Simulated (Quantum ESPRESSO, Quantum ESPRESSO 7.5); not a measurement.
**black phosphorene, 2 layers, AB stacking: a series in biaxial strain**

Aim: how the results for black phosphorene, 2 layers, AB stacking change with biaxial strain.

Calculated with Quantum ESPRESSO 7.5; plane-wave DFT, PBE, GBRV ultrasoft pseudopotentials (geometry by pw.x at PBE-D3(BJ), GBRV ultrasoft).

## (1) Starting point

The cell holds 8 atoms: 8 P. Cell: a = 4.620 Å, b = 3.300 Å, c = 22.680 Å, α = 90.0°, β = 90.0°, γ = 90.0°. It derives from P. Vacuum lies along c.

Set-up: Cell and atoms are first relaxed with a D3(BJ) correction; each strained cell is then held and the atoms relax in it. A periodic run with 15 Å of vacuum in the starting cell gives the vacuum levels, and bands follow along a path.

Members -2, -1, 0, 1 and 2 took the same steps and show in the table alone.

## (2) Relaxing cell and ions of the reference

What the set-up leaves free in this member is relaxed.

ref.relax.in

```
&control
  prefix = 'ref.relax'
  outdir = './out'
  pseudo_dir = './pseudo'
  nstep = 80
  forc_conv_thr = 0.0004
  calculation = 'vc-relax'
  etot_conv_thr = 1e-06
/
&system
  ibrav = 0
  nat = 8
  ntyp = 1
  ecutwfc = 50
  ecutrho = 250
  vdw_corr = 'grimme-d3'
  dftd3_version = 4
  occupations = 'smearing'
  smearing = 'fd'
  degauss = 0.004
/
&electrons
  conv_thr = 1e-09
  mixing_beta = 0.4
  electron_maxstep = 120
  mixing_mode = 'plain'
/
&ions
/
&cell
  cell_dofree = '2Dxy'
  press_conv_thr = 0.3
/
ATOMIC_SPECIES
  P   30.9738  p_pbe_v1.5.uspp.F.UPF
CELL_PARAMETERS angstrom
  4.62000000000000 0.00000000000000 0.00000000000000
  0.00000000000000 3.30000000000000 0.00000000000000
  0.00000000000000 0.00000000000000 22.68000000000000
ATOMIC_POSITIONS crystal
  P   0.090000000000 0.000000000000 0.330687830688
  P   0.410000000000 0.500000000000 0.335097001764
  P   0.590000000000 0.500000000000 0.425044091711
  P   0.910000000000 0.000000000000 0.429453262787
  P   0.090000000000 0.500000000000 0.570546737213
  P   0.410000000000 0.000000000000 0.574955908289
  P   0.590000000000 0.000000000000 0.664902998236
  P   0.910000000000 0.500000000000 0.669312169312
K_POINTS automatic
  8 10 1 0 0 0
```

On the command line:

```console
OMP_NUM_THREADS=1 mpirun -n 4 pw.x -nk 4 -in ref.relax.in > ref.relax.out
```

Log:

```text
Program PWSCF v.7.5 starts
[citation notice left out]

     Parallel version (MPI & OpenMP), running on       4 processor cores
     Number of MPI processes:                 4
     Threads/MPI process:                     1

     MPI processes distributed on     1 nodes
[...]
Current dimensions of program PWSCF are:
     Max number of different atomic species (ntypx) = 10
     Max number of k-points (npk) =  40000
     Max angular momentum in pseudopotentials (lmaxx) =  4
     Message from routine setup:
     using ibrav=0 with symmetry is DISCOURAGED, use correct ibrav instead

     K-points division:     npool     =       4
     Subspace diagonalization in iterative solution of the eigenvalue problem:
     a serial algorithm will be used

     G-vector sticks info
     --------------------
     sticks:   dense  smooth     PW     G-vecs:    dense   smooth      PW
     Sum        1073     871    259               155691   111439   17995

     Using Slab Decomposition

     bravais-lattice index     =            0
     lattice parameter (alat)  =       8.7305  a.u.
     unit-cell volume          =    2333.4342 (a.u.)^3
     number of atoms/cell      =            8
     number of atomic types    =            1
     number of electrons       =        40.00
     number of Kohn-Sham states=           24
     kinetic-energy cutoff     =      50.0000  Ry
     charge density cutoff     =     250.0000  Ry
     scf convergence threshold =      1.0E-09
     mixing beta               =       0.4000
     number of iterations used =            8  plain     mixing
     energy convergence thresh.=      1.0E-06
     force convergence thresh. =      4.0E-04
     press convergence thresh. =      3.0E-01
     Exchange-correlation=  SLA  PW   PBX  PBC
                           (   1   4   3   4   0   0   0)
     nstep                     =           80

     celldm(1)=   8.730535  celldm(2)=   0.000000  celldm(3)=   0.000000
     celldm(4)=   0.000000  celldm(5)=   0.000000  celldm(6)=   0.000000

     crystal axes: (cart. coord. in units of alat)
               a(1) = (   1.000000   0.000000   0.000000 )
               a(2) = (   0.000000   0.714286   0.000000 )
               a(3) = (   0.000000   0.000000   4.909091 )

     reciprocal axes: (cart. coord. in units 2 pi/alat)
               b(1) = (  1.000000  0.000000  0.000000 )
               b(2) = (  0.000000  1.400000  0.000000 )
               b(3) = (  0.000000  0.000000  0.203704 )

     PseudoPot. # 1 for P  read from file:
     ./pseudo/p_pbe_v1.5.uspp.F.UPF
     Pseudo is Ultrasoft + core correction, Zval =  5.0
     Generated by new atomic code, or converted to UPF format
     Using radial grid of  903 points,  6 beta functions with:
                l(1) =   0
                l(2) =   0
                l(3) =   1
                l(4) =   1
                l(5) =   2
                l(6) =   2
     Q(r) pseudized with  8 coefficients,  rinner =    1.300   1.300   1.300
                                                       1.300   1.300

     atomic species   valence    mass     pseudopotential
     P                 5.00    30.97380     P ( 1.00)

      4 Sym. Ops., with inversion, found ( 2 have fractional translation)

   Cartesian axes

     site n.     atom                  positions (alat units)
         1        P      tau(   1) = (   0.0900000   0.0000000   1.6233766  )
         2        P      tau(   2) = (   0.4100000   0.3571429   1.6450216  )
         3        P      tau(   3) = (   0.5900000   0.3571429   2.0865801  )
         4        P      tau(   4) = (   0.9100000   0.0000000   2.1082251  )
         5        P      tau(   5) = (   0.0900000   0.3571429   2.8008658  )
         6        P      tau(   6) = (   0.4100000   0.0000000   2.8225108  )
         7        P      tau(   7) = (   0.5900000   0.0000000   3.2640693  )
         8        P      tau(   8) = (   0.9100000   0.3571429   3.2857143  )

     --------------------------------------------
     DFT-D3 Dispersion Correction (3-body terms):
     --------------------------------------------
       Reference C6 values for interpolation:

         atom   Coordination number   C6
         P          0.000           383.38
         P          0.995           361.25
         P          2.010           351.11
         P          2.986           303.38

       Values used:

         atom   Coordination number  R0_AB[au]  C6      C8
         P          3.646            3.309    303.38  16807.34
         P          3.677            3.309    303.38  16807.27
         P          3.749            3.309    303.38  16807.16
         P          3.750            3.309    303.38  16807.16
         P          3.750            3.309    303.38  16807.16
         P          3.749            3.309    303.38  16807.16
         P          3.677            3.309    303.38  16807.27
         P          3.646            3.309    303.38  16807.34

         Molecular C6 ( Ry / a.u.^6 ) =     19416.39

     number of k points=    30  Fermi-Dirac smearing, width (Ry)=  0.0040
                       cart. coord. in units 2pi/alat
        k(    1) = (   0.0000000   0.0000000   0.0000000), wk =   0.0250000
        k(    2) = (   0.0000000   0.1400000   0.0000000), wk =   0.0500000
        k(    3) = (   0.0000000   0.2800000   0.0000000), wk =   0.0500000
        k(    4) = (   0.0000000   0.4200000   0.0000000), wk =   0.0500000
        k(    5) = (   0.0000000   0.5600000   0.0000000), wk =   0.0500000
        k(    6) = (   0.0000000  -0.7000000   0.0000000), wk =   0.0250000
        k(    7) = (   0.1250000   0.0000000   0.0000000), wk =   0.0500000
        k(    8) = (   0.1250000   0.1400000   0.0000000), wk =   0.1000000
        k(    9) = (   0.1250000   0.2800000   0.0000000), wk =   0.1000000
        k(   10) = (   0.1250000   0.4200000   0.0000000), wk =   0.1000000
[...]
k(   30) = (  -0.5000000  -0.7000000   0.0000000), wk =   0.0250000

     Dense  grid:   155691 G-vectors     FFT dimensions: (  45,  32, 216)

     Smooth grid:   111439 G-vectors     FFT dimensions: (  40,  30, 200)

     Estimated max dynamical RAM per process >     289.58 MB

     Estimated total dynamical RAM >       1.02 GB

     Initial potential from superposition of free atoms

     starting charge      39.9987, renormalised to      40.0000

     negative rho (up, down):  7.917E-05 0.000E+00
     Starting wfcs are   32 randomized atomic wfcs

     total cpu time spent up to now is        2.4 secs

     per-process dynamical memory:   146.0 Mb

     Self-consistent Calculation

[...]
NEW-OLD atomic charge density approx. for the potential
     New effective cutoffs (rho, wfc):  252.39   50.51

     negative rho (up, down):  1.583E-04 0.000E+00

     total cpu time spent up to now is      153.6 secs

     per-process dynamical memory:   198.1 Mb

     Self-consistent Calculation

     iteration #  1     ecut=    50.00 Ry     beta= 0.40
     Davidson diagonalization with overlap
     c_bands:  1 eigenvalues not converged
     c_bands:  2 eigenvalues not converged
     ethr =  1.00E-06,  avg # of iterations = 13.1

     negative rho (up, down):  1.358E-04 0.000E+00

     total cpu time spent up to now is      167.3 secs

     total energy              =    -124.29669446 Ry
     estimated scf accuracy    <       0.00126381 Ry

[...]
iteration # 10     ecut=    50.00 Ry     beta= 0.40
[...]
negative rho (up, down):  1.333E-04 0.000E+00

[...]
End of self-consistent calculation

[...]
the Fermi energy is     0.8894 ev

!    total energy              =    -124.29701065 Ry
     estimated scf accuracy    <          5.3E-10 Ry
     smearing contrib. (-TS)   =      -0.00002454 Ry
     internal energy E=F+TS    =    -124.29698610 Ry

     The total energy is F=E-TS. E is the sum of the following terms:
     one-electron contribution =    -786.53321153 Ry
     hartree contribution      =     403.10314363 Ry
     xc contribution           =     -47.18448272 Ry
     ewald contribution        =     306.48156210 Ry
     DFT-D3 Dispersion         =      -0.16399759 Ry

     convergence has been achieved in  10 iterations

     negative rho (up, down):  1.333E-04 0.000E+00

     Forces acting on atoms (cartesian axes, Ry/au):

     atom    1 type  1   force =    -0.00382907    0.00000000    0.00981740
     atom    2 type  1   force =     0.00325710    0.00000000    0.00061635
     atom    3 type  1   force =    -0.00302799    0.00000000    0.00279819
     atom    4 type  1   force =     0.00352750   -0.00000000   -0.00644090
     atom    5 type  1   force =    -0.00352750    0.00000000    0.00644090
     atom    6 type  1   force =     0.00302799   -0.00000000   -0.00279819
     atom    7 type  1   force =    -0.00325710    0.00000000   -0.00061635
     atom    8 type  1   force =     0.00382907   -0.00000000   -0.00981740

     Total force =     0.019645     Total SCF correction =     0.000033

     Computing stress (Cartesian axis) and pressure

     negative rho (up, down):  1.333E-04 0.000E+00
          total   stress  (Ry/bohr**3)                   (kbar)     P=       -7.37
  -0.00006379   0.00000000   0.00000232           -9.38        0.00        0.34
   0.00000000  -0.00003125   0.00000000            0.00       -4.60        0.00
   0.00000232   0.00000000  -0.00005521            0.34        0.00       -8.12

     Energy error            =      6.9E-03 Ry
     Gradient error          =      9.8E-03 Ry/Bohr
     Cell gradient error     =      9.4E+00 kbar

     number of scf cycles    =   3
     number of bfgs steps    =   2

     enthalpy           old  =    -124.2901095374 Ry
     enthalpy           new  =    -124.2970106453 Ry

     CASE: enthalpy          _new < enthalpy          _old

     new trust radius        =       0.0307705680 bohr
     new conv_thr            =       0.0000000002 Ry

     new unit-cell volume =   2300.41593 a.u.^3 (   340.88647 Ang^3 )
     density =      1.20705 g/cm^3

CELL_PARAMETERS (angstrom)
   4.581991087   0.000000000   0.000000000
   0.000000000   3.280291776   0.000000000
   0.000000000   0.000000000  22.680000000

ATOMIC_POSITIONS (crystal)
P                0.0878565384        0.0000000000        0.3338111409
P                0.4129612396        0.5000000000        0.3334609531
P                0.5863724054        0.5000000000        0.4270632363
P                0.9125832099       -0.0000000000        0.4267180468
P                0.0874167901        0.5000000000        0.5732819532
P                0.4136275946       -0.0000000000        0.5729367637
P                0.5870387604        0.0000000000        0.6665390469
P                0.9121434616        0.5000000000        0.6661888591

[...]
NEW-OLD atomic charge density approx. for the potential
     New effective cutoffs (rho, wfc):  253.84   50.82

     negative rho (up, down):  1.437E-04 0.000E+00

     total cpu time spent up to now is      229.4 secs

     per-process dynamical memory:   198.1 Mb

[...]
!    total energy              =    -124.29798742 Ry
[...]
Total force =     0.011311     Total SCF correction =     0.000004
[...]
number of bfgs steps    =   3
[...]
new trust radius        =       0.0216448174 bohr
[...]
!    total energy              =    -124.29836261 Ry
[...]
Total force =     0.011926     Total SCF correction =     0.000023
[...]
number of bfgs steps    =   4
[...]
WARNING: bfgs curvature condition failed, Theta= 0.954
     new trust radius        =       0.0238263740 bohr
[...]
!    total energy              =    -124.30471770 Ry
[...]
Total force =     0.001461     Total SCF correction =     0.000001
[...]
number of bfgs steps    =  24
[...]
new trust radius        =       0.0016871408 bohr
[...]
Self-consistent Calculation

     iteration #  1     ecut=    50.00 Ry     beta= 0.40
     Davidson diagonalization with overlap
     ethr =  1.00E-06,  avg # of iterations =  2.0

     Threshold (ethr) on eigenvalues was too large:
     Diagonalizing with lowered threshold

     Davidson diagonalization with overlap
     ethr =  1.42E-09,  avg # of iterations =  6.2

     negative rho (up, down):  1.370E-04 0.000E+00

     total cpu time spent up to now is     1816.4 secs

     total energy              =    -124.30472135 Ry
     estimated scf accuracy    <       0.00000037 Ry

[...]
iteration #  9     ecut=    50.00 Ry     beta= 0.40
[...]
negative rho (up, down):  1.369E-04 0.000E+00

[...]
End of self-consistent calculation

          k = 0.0000 0.0000 0.0000 ( 13837 PWs)   bands (ev):

   -14.6319 -14.4706 -12.0758 -11.7034  -8.2269  -8.1352  -5.6025  -4.9449
    -4.1967  -4.0481  -3.7764  -3.5259  -2.9485  -2.8220  -1.5516  -1.2468
    -1.0594  -1.0432   0.2281   1.1977   1.3234   1.9878   2.0042   2.3029

          k = 0.0000 0.1397 0.0000 ( 13846 PWs)   bands (ev):

   -14.5120 -14.3515 -11.9515 -11.5799  -8.3106  -8.2383  -5.4998  -4.8503
    -4.1567  -4.0889  -3.8286  -3.6756  -3.4782  -3.3924  -1.7175  -1.6975
    -1.4859  -0.9864   0.2817   1.0854   1.4307   2.0783   2.9648   3.2190

          k = 0.0000 0.2795 0.0000 ( 13928 PWs)   bands (ev):

   -14.1543 -13.9963 -11.5798 -11.2105  -8.6727  -8.6608  -5.2011  -4.8719
    -4.7950  -4.5803  -4.2782  -4.2237  -3.7742  -3.3841  -2.3958  -2.0149
    -1.3392  -0.8231   0.1942   0.6172   1.7240   2.0535   2.6077   2.6494

          k = 0.0000 0.4192 0.0000 ( 13956 PWs)   bands (ev):

   -13.5658 -13.4123 -10.9639 -10.5989  -9.5245  -9.4633  -6.3090  -6.0421
    -4.7457  -4.5684  -4.5647  -4.1932  -3.2776  -2.9389  -2.3562  -1.8697
    -1.3089  -0.8279  -0.1756  -0.1563   1.4320   1.6777   2.3840   3.0347

          k = 0.0000 0.5590 0.0000 ( 13998 PWs)   bands (ev):

   -12.7604 -12.6147 -10.6433 -10.5355 -10.1103  -9.7523  -7.7464  -7.4229
    -4.3646  -4.3506  -4.2626  -3.8718  -2.6697  -2.4345  -2.0837  -1.7521
    -1.5560  -1.1710  -1.0503  -0.7304   1.6102   1.7368   2.1681   2.3339

          k = 0.0000-0.6987 0.0000 ( 13982 PWs)   bands (ev):

   -11.7665 -11.7665 -11.6340 -11.6340  -9.0304  -9.0304  -8.6842  -8.6842
    -4.0979  -4.0979  -3.9576  -3.9576  -2.0913  -2.0913  -2.0565  -2.0565
    -1.5776  -1.
[key lines of the parts left out:]
total energy              =    -124.30472142 Ry
the Fermi energy is     1.2514 ev
convergence has been achieved in   9 iterations
```

Wall time 36 min (4 MPI ranks of Arm Neoverse V2, shared host); peak memory 1.3 GiB; 2.4 h of CPU time.

Relaxation path (22 of 30):

| step | energy less that of the first step (eV) | largest force (eV/Å) | volume (Å³) |
| --- | --- | --- | --- |
| 1 | 0.0000 | 1.0769 | 345.78 |
| 2 | -0.1276 | 0.7822 | 344.60 |
| 4 | -0.2348 | 0.1416 | 340.89 |
| 5 | -0.2399 | 0.1561 | 339.84 |
| 7 | -0.2525 | 0.1673 | 337.20 |
| 8 | -0.2616 | 0.1614 | 334.99 |
| 9 | -0.2720 | 0.1452 | 331.85 |
| 11 | -0.2882 | 0.1805 | 324.59 |
| 12 | -0.2953 | 0.1235 | 322.54 |
| 13 | -0.3012 | 0.1112 | 322.13 |
| 15 | -0.3056 | 0.1157 | 324.02 |
| 16 | -0.3072 | 0.0987 | 324.81 |
| 18 | -0.3104 | 0.0808 | 324.50 |
| 19 | -0.3123 | 0.1179 | 323.64 |
| 20 | -0.3153 | 0.1525 | 322.57 |
| 22 | -0.3238 | 0.1052 | 322.49 |
| 23 | -0.3259 | 0.0502 | 324.13 |
| 24 | -0.3263 | 0.0246 | 324.86 |
| 26 | -0.3264 | 0.0141 | 325.00 |
| 27 | -0.3264 | 0.0130 | 324.96 |
| 29 | -0.3264 | 0.0023 | 324.92 |
| 30 | -0.3261 | 0.0023 | 324.92 |

| cell as run | before | after | change |
| --- | --- | --- | --- |
| a (Å) | 4.620 | 4.334 | -6.2 % |
| b (Å) | 3.300 | 3.306 | +0.2 % |

The atoms that moved most (Å, along periodic axes as changes of fractional coordinates times the final cell, across vacuum about the mean position):

| atom | dx | dy | dz | length |
| --- | --- | --- | --- | --- |
| P3 | -0.051 | 0.000 | 0.217 | 0.223 |
| P6 | 0.051 | 0.000 | -0.217 | 0.223 |
| P8 | 0.048 | 0.000 | -0.215 | 0.220 |
| P1 | -0.048 | 0.000 | 0.215 | 0.220 |
| P5 | -0.051 | 0.000 | -0.117 | 0.128 |
| P4 | 0.051 | 0.000 | 0.117 | 0.128 |
| P2 | 0.048 | 0.000 | 0.115 | 0.124 |
| P7 | -0.048 | 0.000 | -0.115 | 0.124 |

 The last row is no step: it is a fresh SCF in the final cell with a new plane-wave basis, +0 meV from the row before.

Numbers from this step:

- free energy: -1691.2517 eV
- energy at zero smearing: -1691.2502 eV
- Fermi energy: 1.254 eV

(Continued in part 2 of 7.)

[Logs are printed without paths, hosts, clocks, repeated set-up lines and the standing remarks that a program may print on its own settings, such as how far it seeks lower states.]

[Hosts, paths, dates, database ids (printed as entryN), source tags and the programs' standing remarks are cut or masked in the printed files.]

[Maps of the electrostatic potential energy from Ansatz leave out the sawtooth potential of an applied field or a dipole correction, so their vacuum need not be flat; planar profiles and work functions include it.]
